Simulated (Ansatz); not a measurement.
**In chain started as a strip of triangles: period, moment and channels by functional**

Wanted: the relaxed geometry and the open channels of the In chain started as a strip of triangles, by several methods.

Method: DFT PBE, plane waves, PAW; relaxation of a chain's period, in the first sound run; inputs show where later runs differ, in Ansatz 0.2.0.

## (1) The starting structure

The cell holds 2 atoms: 2 In. Cell: a = 9.000 Å, b = 7.500 Å, c = 2.779 Å, α = 90.0°, β = 90.0°, γ = 90.0°. Vacuum lies along a and b. The structure's axis is c.

## (2) Relaxation of atoms and period, level PBE, cutoff 420 eV

Band widths follow the bond lengths, so the chain is relaxed first. The atoms and the third cell vector are free; the box across stays fixed as vacuum. Moments are seeded so that a magnetic state can form if it lies lower. A Fermi-Dirac smearing is set since the result may be a metal. The pressure printed is a third of the stress's trace over the whole box, vacuum included; only the stress along the axis is relaxed.

Input file input.yaml:

```yaml
crystal:
  lattice:
    - [9.0, 0.0, 0.0]
    - [0.0, 7.5, 0.0]
    - [0.0, 0.0, 2.77894]
  atoms:
    - { symbol: In, position: [0.368097778, 0.5, 0.0], spin: 0.5 }
    - { symbol: In, position: [0.631902222, 0.5, 0.5], spin: 0.5 }
magnetization:
  spin_polarized: true
kpoints:
  mp_grid: { grid: [1, 1, 29] }
scf:
  occupations: { method: fermi_dirac, width: 0.05 }
hamiltonian:
  xc: pbe
relax:
  cell: { fix: [a, b, alpha, beta, gamma] }
  max_steps: 60
```

Command:

```console
> ansatz run input.yaml --threads 4 --pin off --max-ram 8192MiB --backend cpu --events-out ev --progress --plain --runs-dir out
```

Numbers of over 12 decimals in the logs are rounded to 6 here.

Output:

```text
Engine: ansatz 0.2.0, aarch64-unknown-linux-gnu
Pseudopotentials: kind: paw
Pseudopotential: In, paw, valence charge 13, recommended cutoff 420 eV (normal), In.paw.azcp
Functional definition: PBE
  parameter kappa = 0.804
  parameter beta = 0.066725
  exchange = pbe_x(kappa = kappa, mu = beta*pi^2/3)
  correlation = pbe_c(beta = beta)
Crystal: 2 atoms, lattice volume = 187.578 Å³
Basis set: ecut = 420 eV, 3687 PW (Γ), exchange–correlation on 128×108×40 points (8 copies of the dense FFT grid, shifted against one another)
Bands: 18, of which v1, the nominal top of the filled ones, is band 13 counted from 1 (12 counted from 0)
Symmetry: 8 space group operations
Space group: Pmma (ITA 51), of the structure as read, at distance tolerance 5.7e-5 Å
Magnetic group: BNS 51.289 (UNI 387), of the structure as read, at distance tolerance 5.7e-5 Å
k-points: 15 of 29
Non-local potential: In, projectors of the file, l = 0: 2, l = 1: 2, l = 2: 2, l = 3: 2
PAW form: soft (Blöchl's): semilocal exchange-correlation on the pseudo side does not see the compensation charge
PAW one-centre angular grid: In, 590 points (default); XC on 64 Gauss nodes
Initial density: superposition of atomic densities (neutral atoms: chi_scale 0, normalization atom)
Starting moments: Σ|m| = 1 μB on 2 of 2 sites
Initial wavefunctions: pseudopotential atomic-orbital guess
Functional: x = pbe(κ = 0.804, μ = 0.219515), c = pbe(β = 0.066725)
iter 1 solved again at ethr=2.12e-3 eV; its pass at ethr=3.10e-3 eV (dr2=5.51e-1 eV) is discarded
SCF iter   1: F=—  HF=-11194.004691 eV  |F-HF|=—  |Δ(HF+E_count)|=         —  Δρ=1.55e-2 (↑1.55e-2 ↓1.26e-2)  dr2=5.63e-1  dr2_m=2.80e-1  M=0.138 μB ∫|m|=0.138 μB  β_m=0.30  ethr=2.12e-3  ⟨swp⟩=1.0  Hψ=3691  notcnv=0
preconditioner: auto → LDOS  [metal: Δε(μ)=0.063 eV  Ē_g=15.567 eV  σ=0.050 eV  W_gap=0.30  n_scr=20 (ndim 8)  ℏωp=13.8 eV  f_vac=0.545  D(μ)=1.50/eV (n_scr^D=8)]
spin=Collinear: LDOS preconditioning applied to the charge; magnetization (m = ρ↑ − ρ↓) channel mixes plain (no charge-response kernel on spin).
SCF iter   2: F=—  HF=-11193.925449 eV  |F-HF|=—  |Δ(HF+E_count)|=   7.92e-2  Δρ=1.02e-2 (↑1.02e-2 ↓9.59e-3)  dr2=2.26e-1  dr2_m=1.41e-1  M=0.118 μB ∫|m|=0.118 μB  β_m=0.30  ethr=2.12e-3  ⟨swp⟩=2.0  Hψ=682  notcnv=0
SCF iter   3: F=—  HF=-11193.887491 eV  |F-HF|=—  |Δ(HF+E_count)|=   3.80e-2  Δρ=7.49e-3 (↑6.01e-3 ↓7.49e-3)  dr2=3.58e-2  dr2_m=7.24e-2  M=0.076 μB ∫|m|=0.076 μB  β_m=0.30  ethr=8.69e-4  ⟨swp⟩=3.9  Hψ=1123  notcnv=0
SCF iter   4: F=—  HF=-11193.894221 eV  |F-HF|=—  |Δ(HF+E_count)|=   6.73e-3  Δρ=4.69e-3 (↑4.60e-3 ↓4.69e-3)  dr2=2.60e-3  dr2_m=3.65e-2  M=0.062 μB ∫|m|=0.062 μB  β_m=0.30  ethr=1.38e-4  ⟨swp⟩=3.5  Hψ=1211  notcnv=0  defer=3
SCF iter   5: F=—  HF=-11193.899292 eV  |F-HF|=—  |Δ(HF+E_count)|=   5.07e-3  Δρ=3.35e-3 (↑3.26e-3 ↓3.35e-3)  dr2=7.62e-4  dr2_m=1.85e-2  M=0.048 μB ∫|m|=0.048 μB  β_m=0.30  ethr=9.99e-6  ⟨swp⟩=2.9  Hψ=1005  notcnv=0  defer=3
SCF iter   6: F=—  HF=-11193.902608 eV  |F-HF|=—  |Δ(HF+E_count)|=   3.32e-3  Δρ=2.39e-3 (↑2.39e-3 ↓2.28e-3)  dr2=7.16e-5  dr2_m=9.34e-3  M=0.037 μB ∫|m|=0.037 μB  β_m=0.30  ethr=2.93e-6  ⟨swp⟩=2.7  Hψ=1045  notcnv=0  defer=3
SCF iter   7: F=—  HF=-11193.903862 eV  |F-HF|=—  |Δ(HF+E_count)|=   1.25e-3  Δρ=1.66e-3 (↑1.66e-3 ↓1.66e-3)  dr2=5.20e-6  dr2_m=4.72e-3  M=0.030 μB ∫|m|=0.030 μB  β_m=0.30  ethr=2.75e-7  ⟨swp⟩=2.4  Hψ=1046  notcnv=0  defer=3
Mixer restart at iter 7: flushing history
spin-set hold released at iteration 7 (site moments contracting): the magnetisation degrees of freedom join the quasi-Newton model from the next iteration; the mixer history was flushed
SCF iter   8: F=—  HF=-11193.904509 eV  |F-HF|=—  |Δ(HF+E_count)|=   6.47e-4  Δρ=1.18e-3 (↑1.18e-3 ↓1.18e-3)  dr2=2.90e-6  dr2_m=2.39e-3  M=0.024 μB ∫|m|=0.024 μB  β_m=0.65  ethr=2.00e-8  ⟨swp⟩=2.5  Hψ=830  notcnv=0  defer=3
SCF iter   9: F=—  HF=-11193.905291 eV  |F-HF|=—  |Δ(HF+E_count)|=   7.82e-4  Δρ=5.27e-5 (↑5.27e-5 ↓5.08e-5)  dr2=2.98e-7  dr2_m=4.55e-6  M=0.005 μB ∫|m|=0.006 μB  β_m=0.82  ethr=1.11e-8  ⟨swp⟩=2.9  Hψ=990  notcnv=0  defer=3
SCF iter  10: F=—  HF=-11193.905308 eV  |F-HF|=—  |Δ(HF+E_count)|=   1.62e-5  Δρ=2.50e-5 (↑2.25e-5 ↓2.50e-5)  dr2=2.84e-7  dr2_m=9.41e-7  M=0.002 μB ∫|m|=0.003 μB  β_m=0.91  ethr=3.85e-10  ⟨swp⟩=5.1  Hψ=1974  notcnv=0
SCF iter  11: F=—  HF=-11193.905311 eV  |F-HF|=—  |Δ(HF+E_count)|=   3.88e-6  Δρ=1.05e-5 (↑1.05e-5 ↓7.97e-6)  dr2=8.85e-7  dr2_m=3.42e-8  M=0.000 μB ∫|m|=0.001 μB  β_m=0.73  ethr=1.09e-9  ⟨swp⟩=2.4  Hψ=964  notcnv=0  defer=3
SCF iter  12: F=—  HF=-11193.905311 eV  |F-HF|=—  |Δ(HF+E_count)|=   9.67e-8  Δρ=1.21e-6 (↑1.18e-6 ↓1.21e-6)  dr2=3.59e-10  dr2_m=2.38e-9  M=0.000 μB ∫|m|=0.000 μB  β_m=0.86  ethr=3.85e-10  ⟨swp⟩=3.0  Hψ=2053  notcnv=0
SCF iter  13: F=—  HF=-11193.905311 eV  |F-HF|=—  |Δ(HF+E_count)|=   1.31e-8  Δρ=2.59e-7 (↑2.59e-7 ↓2.40e-7)  dr2=2.65e-10  dr2_m=2.96e-11  M=0.000 μB ∫|m|=0.000 μB  β_m=0.74  ethr=1.38e-12  ⟨swp⟩=3.0  Hψ=1447  notcnv=0
SCF iter  14: F=-11193.905311 eV  HF=-11193.905311 eV  |F-HF|=3.82e-11  |Δ(HF+E_count)|=  9.09e-12  Δρ=7.82e-8 (↑7.38e-8 ↓7.82e-8)  dr2=2.13e-12  dr2_m=8.88e-12  M=0.000 μB ∫|m|=0.000 μB  ethr=1.02e-12  ⟨swp⟩=2.0  Hψ=1052  notcnv=0
WARN: the starting moments were not kept: the SCF closed with an absolute magnetisation of 5.2e-6 μB, where they sum to 1 μB in size (2 sites). That is at most 0.1 of that sum. Measured as dr2_m measures the in/out step, that magnetisation stands 1.5e-12 eV from none, at or under the dr2_threshold of 1.0e-7 eV: it is no larger than a step whose dr2_m would equal this threshold. The system may hold no moment; this SCF [...]
SCF 1 converged in 14 iterations: F = -11193.905311 eV  dr2 = 2.13e-12
  greatest PAW one-centre occupation: 0.981 electrons in one spin orbital (limit 2), on the In atom at site 1 (counted from 0), in its partial waves of l = 2
relax step   1: F+E_penalty+E_count = -11193.90531130 eV  Δ(F+E_penalty+E_count) = +0.000e0 eV  max|allowed force component| = 2.220e0 eV/Å  Δτ_max = 0.0000 Å  P = +2.326 GPa  Ω = 187.578 Å³  fix = [a, b, alpha, beta, gamma]  reactions: a +4.123, b +0.266 GPa  (14 SCF iters, dr2 threshold 1.00e-7 eV, accepted)
Crystal: 2 atoms, lattice volume = 189.363 Å³
Basis set: ecut = 420 eV, 3727 PW (Γ), exchange–correlation on 128×108×40 points (8 copies of the dense FFT grid, shifted against one another)
Initial density: handed on by an earlier stage of this run
Starting moments: Σ|m| = 1 μB on 2 of 2 sites; this step starts from the density that it was given
Initial wavefunctions: those handed on with the density
[...]
SCF 3 converged in 8 iterations: F = -11194.397158 eV  dr2 = 5.06e-11
relax step   3: F+E_penalty+E_count = -11194.39715818 eV  Δ(F+E_penalty+E_count) = -3.377e-2 eV  max|allowed force component| = 1.285e-1 eV/Å  Δτ_max = 0.0315 Å  P = +0.237 GPa  Ω = 192.086 Å³  energy of the carried Pulay correction = -3.953e-4 eV  fix = [a, b, alpha, beta, gamma]  reactions: a -0.332, b +0.249 GPa  (8 SCF iters, dr2 threshold 2.00e-7 eV, accepted)
[...]
relax step   4: F+E_penalty+E_count = -11194.40830681 eV  Δ(F+E_penalty+E_count) = -1.115e-2 eV  max|allowed force component| = 4.022e-2 eV/Å  Δτ_max = 0.0244 Å  P = -0.021 GPa  Ω = 194.470 Å³  energy of the carried Pulay correction = -5.981e-4 eV  fix = [a, b, alpha, beta, gamma]  reactions: a -0.559, b +0.242 GPa  (7 SCF iters, dr2 threshold 2.00e-7 eV, accepted)
[...]
relax step   5: F+E_penalty+E_count = -11194.41009322 eV  Δ(F+E_penalty+E_count) = -1.786e-3 eV  max|allowed force component| = 1.226e-2 eV/Å  Δτ_max = 0.0133 Å  P = -0.103 GPa  Ω = 195.649 Å³  energy of the carried Pulay correction = -6.969e-4 eV  fix = [a, b, alpha, beta, gamma]  reactions: a -0.628, b +0.235 GPa  (7 SCF iters, dr2 threshold 1.61e-7 eV, accepted)
[...]
relax step   6: F+E_penalty+E_count = -11194.41014826 eV  Δ(F+E_penalty+E_count) = -5.504e-5 eV  max|allowed force component| = 2.154e-2 eV/Å  Δτ_max = 0.0002 Å  P = -0.129 GPa  Ω = 196.260 Å³  energy of the carried Pulay correction = -7.477e-4 eV  fix = [a, b, alpha, beta, gamma]  reactions: a -0.597, b +0.233 GPa  (6 SCF iters, dr2 threshold 1.75e-8 eV, accepted)
[...]
relax step   7: F+E_penalty+E_count = -11194.41022586 eV  Δ(F+E_penalty+E_count) = -7.760e-5 eV  max|allowed force component| = 1.316e-2 eV/Å  Δτ_max = 0.0114 Å  P = -0.133 GPa  Ω = 196.033 Å³  energy of the carried Pulay correction = -7.289e-4 eV  fix = [a, b, alpha, beta, gamma]  reactions: a -0.698, b +0.229 GPa  (7 SCF iters, dr2 threshold 2.90e-8 eV, accepted)
[...]
relax step   8: F+E_penalty+E_count = -11194.41031148 eV  Δ(F+E_penalty+E_count) = -8.562e-5 eV  max|allowed force component| = 1.336e-4 eV/Å  Δτ_max = 0.0035 Å  P = -0.141 GPa  Ω = 196.311 Å³  energy of the carried Pulay correction = -7.519e-4 eV  fix = [a, b, alpha, beta, gamma]  reactions: a -0.658, b +0.230 GPa  (6 SCF iters, dr2 threshold 1.18e-8 eV, accepted)
Initial wavefunctions: pseudopotential atomic-orbital guess (no wavefunctions were taken with the density)
iter 1 solved again at ethr=3.94e-7 eV; its pass at ethr=3.10e-3 eV (dr2=1.03e-4 eV) is discarded
SCF iter   1: F=—  HF=-11194.410836 eV  |F-HF|=—  |Δ(HF+E_count)|=         —  Δρ=2.30e-5 (↑2.30e-5 ↓2.30e-5)  dr2=8.08e-7  dr2_m=9.41e-12  M=-0.000 μB ∫|m|=0.000 μB  β_m=0.30  ethr=3.94e-7  ⟨swp⟩=3.1  Hψ=4406  notcnv=0
preconditioner: auto → LDOS  [metal: Δε(μ)=0.017 eV  Ē_g=14.901 eV  σ=0.050 eV  W_gap=0.08  n_scr=20 (ndim 8)  ℏωp=13.5 eV  f_vac=0.536  D(μ)=2.12/eV (n_scr^D=10)]
spin=Collinear: LDOS preconditioning applied to the charge; magnetization (m = ρ↑ − ρ↓) channel mixes plain (no charge-response kernel on spin).
SCF iter   2: F=—  HF=-11194.410843 eV  |F-HF|=—  |Δ(HF+E_count)|=   7.63e-6  Δρ=1.50e-5 (↑1.50e-5 ↓1.50e-5)  dr2=3.05e-7  dr2_m=5.29e-12  M=-0.000 μB ∫|m|=0.000 μB  β_m=0.51  ethr=3.11e-9  ⟨swp⟩=2.3  Hψ=932  notcnv=0
SCF iter   3: F=—  HF=-11194.410858 eV  |F-HF|=—  |Δ(HF+E_count)|=   1.50e-5  Δρ=3.08e-6 (↑3.08e-6 ↓3.08e-6)  dr2=1.23e-8  dr2_m=9.85e-13  M=-0.000 μB ∫|m|=0.000 μB  β_m=0.60  ethr=1.17e-9  ⟨swp⟩=2.0  Hψ=934  notcnv=0
SCF iter   4: F=—  HF=-11194.410859 eV  |F-HF|=—  |Δ(HF+E_count)|=   4.68e-7  Δρ=2.89e-7 (↑2.89e-7 ↓2.89e-7)  dr2=2.04e-10  dr2_m=1.97e-13  M=-0.000 μB ∫|m|=0.000 μB  β_m=0.75  ethr=4.74e-11  ⟨swp⟩=2.5  Hψ=962  notcnv=0
SCF iter   5: F=—  HF=-11194.410860 eV  |F-HF|=—  |Δ(HF+E_count)|=   9.94e-7  Δρ=5.36e-8 (↑5.34e-8 ↓5.36e-8)  dr2=2.82e-11  dr2_m=4.48e-14  M=-0.000 μB ∫|m|=0.000 μB  β_m=0.70  ethr=1.00e-12  ⟨swp⟩=8.2  Hψ=2810  notcnv=0
SCF iter   6: F=-11194.410860 eV  HF=-11194.410860 eV  |F-HF|=1.27e-10  |Δ(HF+E_count)|=  3.77e-10  Δρ=2.23e-8 (↑2.15e-8 ↓2.23e-8)  dr2=5.21e-12  dr2_m=2.13e-14  M=-0.000 μB ∫|m|=0.000 μB  ethr=1.00e-12  ⟨swp⟩=5.5  Hψ=1970  notcnv=0
the starting moments were not kept: the SCF closed with an absolute magnetisation of 7.3e-7 μB, where they sum to 1 μB in size (2 sites). That is at most 0.1 of that sum. Measured as dr2_m measures the in/out step, that magnetisation stands 1.7e-14 eV from none, at or under the dr2_threshold of 2.0e-11 eV: it is no larger than a step whose dr2_m would equal this threshold.
SCF 9 converged in 6 iterations: F = -11194.410860 eV  dr2 = 5.21e-12
relax step   9: F+E_penalty+E_count = -11194.41085967 eV  Δ(F+E_penalty+E_count) = -5.482e-4 eV  max|allowed force component| = 7.134e-5 eV/Å  Δτ_max = 0.0000 Å  P = -0.146 GPa  Ω = 196.311 Å³  fix = [a, b, alpha, beta, gamma]  reactions: a -0.661, b +0.227 GPa  stress off target by 2.99e-3 GPa on what of the cell is left free  SCF on the basis re-selected at this cell (its energy is not comparable with the rows above)  (6 SCF iters)
basis re-selected at this cell: Δ(F+E_penalty+E_count) = -5.482e-4 eV, ΔP = -0.005 GPa vs the last step (what re-selecting the basis moved, of the pressure what is left beyond the Pulay correction that the steps carried, after the strain that the cell walked since its last selection, with what the two solves' SCF thresholds leave and, on support functions, any second-order correction that the steps lacked; it is no m [...]
SCF converged after 6 iterations
Magnetization: -0.0000 μB (13.0000 up, 13.0000 down)
Absolute magnetization: 0.0000 μB (∫|ρ↑−ρ↓|, with the PAW one-centre terms)
Spin contamination: 0.0000 ħ² per cell (⟨S²⟩ above its minimum at these occupations)
Per-site moments (μB) at R_I (Å): [(-9.509356948708265e-8, 1.199676), (-9.509356945138148e-8, 1.199676)]
Free energy (F): -11194.410860 eV
Harris-Foulkes:  -11194.410860 eV  (|F-HF|=1.27e-10)
Internal energy: -11194.395562 eV  (E = F + TS)
E sigma→0 (E₀):  -11194.403211 eV
Entropy (-TS):   -0.015298 eV (-7.649 meV/atom)
Fermi energy:    -0.132044 eV
--- Per-component energies (eV) ---
  E_band       = -313.467317
  E_kinetic    = 479.990516
  E_local      = -5008.300220  (includes V_loc(G=0)·N_el)
  E_nonlocal   = 731.346218
  E_hartree    = 2138.052854
  E_xc         = -430.044697
  E_vxc        = -197.019043  (∫ρ·V_xc dr)
  E_paw        = -8302.741232  (= ΣΔE_a)
  E_vpaw       = -595.590628  (= ΣTr[D̂ρ^β])
  E_aug_tail   = 0.000052  (compensation charges beyond the density's cutoff)
  E_ewald      = -802.699052
  E_smearing   = -0.015298  (= −TS)
  E_closure    = 0.000000  (closes the sum)
  Σ components = -11194.410860   (vs F -11194.410860, Δ=0.00e0)
--- Forces (eV/Å), atoms counted from 1 ---
  atom   1  In    -0.00007134     0.00000000     0.00000000
  atom   2  In     0.00007134     0.00000000     0.00000000
  max |Σ_I F_I| component: 1.36e-20 eV/Å
--- Stress (GPa, compression-positive) ---
       -0.661272       0.000000       0.000000
        0.000000       0.226801       0.000000
        0.000000       0.000000      -0.002995
  P = ⅓ Tr σ = -0.1458 GPa (-1.458 kbar)
--- Relaxed structure (8 steps of the walk, 8 accepted, 1 SCFs on fresh bases) ---
  F+E_penalty+E_count = -11194.41085967 eV   max|allowed force component| = 7.134e-5 eV/Å   (the final SCF, on the basis selected at the relaxed cell)
  cell:  # Å, volume = 196.3106 Å³
    - [9.0, 0.0, 0.0]
    - [0.0, 7.5, 0.0]
    - [0.0, 0.0, 2.908306]
  atoms:
    - { symbol: In, position: [0.337878, 0.5, 0.0] }
    - { symbol: In, position: [0.662122, 0.5, 0.5] }
```

Wall time 19 s (4 threads of Arm Neoverse V1, shared host); peak memory 0.49 GiB; 69 s of CPU time.

The steps of the relaxation:

```csv
step,energy less that of the first step (eV),largest force component (eV/Å),pressure (GPa),volume (Å³)
1,0.0000,2.2203,2.33,187.58
2,-0.4581,0.3019,0.68,189.36
3,-0.4918,0.1285,0.24,192.09
4,-0.5030,0.0402,-0.02,194.47
5,-0.5048,0.0123,-0.10,195.65
6,-0.5048,0.0215,-0.13,196.26
7,-0.5049,0.0132,-0.13,196.03
8,-0.5050,0.0001,-0.14,196.31
9*,-0.5055,0.0001,-0.15,196.31
```

Relaxation steps marked * repeat the geometry before them on a plane-wave basis chosen anew for their cell, so energy and pressure can jump there.

Forces are held to the 8 operations that the run works with; a distortion that breaks them can't arise in this run.

```csv
cell as run,before,after,change
c (Å),2.779,2.908,+4.7 %
```

The atoms that moved most (Å, along periodic axes as changes of fractional coordinates times the final cell, across vacuum about the mean position):

```csv
atom,dx,dy,dz,length
In1,-0.272,0.000,0.000,0.272
In2,0.272,0.000,0.000,0.272
```

The relaxed structure:

```cif
data_structure
_symmetry_space_group_name_H-M 'P 1'
_symmetry_Int_Tables_number 1
_cell_length_a 9.0000
_cell_length_b 7.5000
_cell_length_c 2.9083
_cell_angle_alpha 90.000
_cell_angle_beta 90.000
_cell_angle_gamma 90.000
_cell_volume 196.31
loop_
_atom_site_label
_atom_site_type_symbol
_atom_site_fract_x
_atom_site_fract_y
_atom_site_fract_z
_atom_site_occupancy
In1 In 0.33788 0.50000 0.00000 1
In2 In 0.66212 0.50000 0.50000 1
```

Numbers from this step:

- energy at zero smearing: -11194.4032 eV
- cell length along the wire: 2.908 Å

The cell's length comes to 2.908 Å with no moment.

(Part 1 of 4 ends here.)

[Logs are printed without paths, hosts, clocks, repeated set-up lines and the standing remarks that a program may print on its own settings, such as how far it seeks lower states.]

[Hosts, paths, dates, database ids (printed as entryN), source tags and the programs' standing remarks are cut or masked in the printed files.]
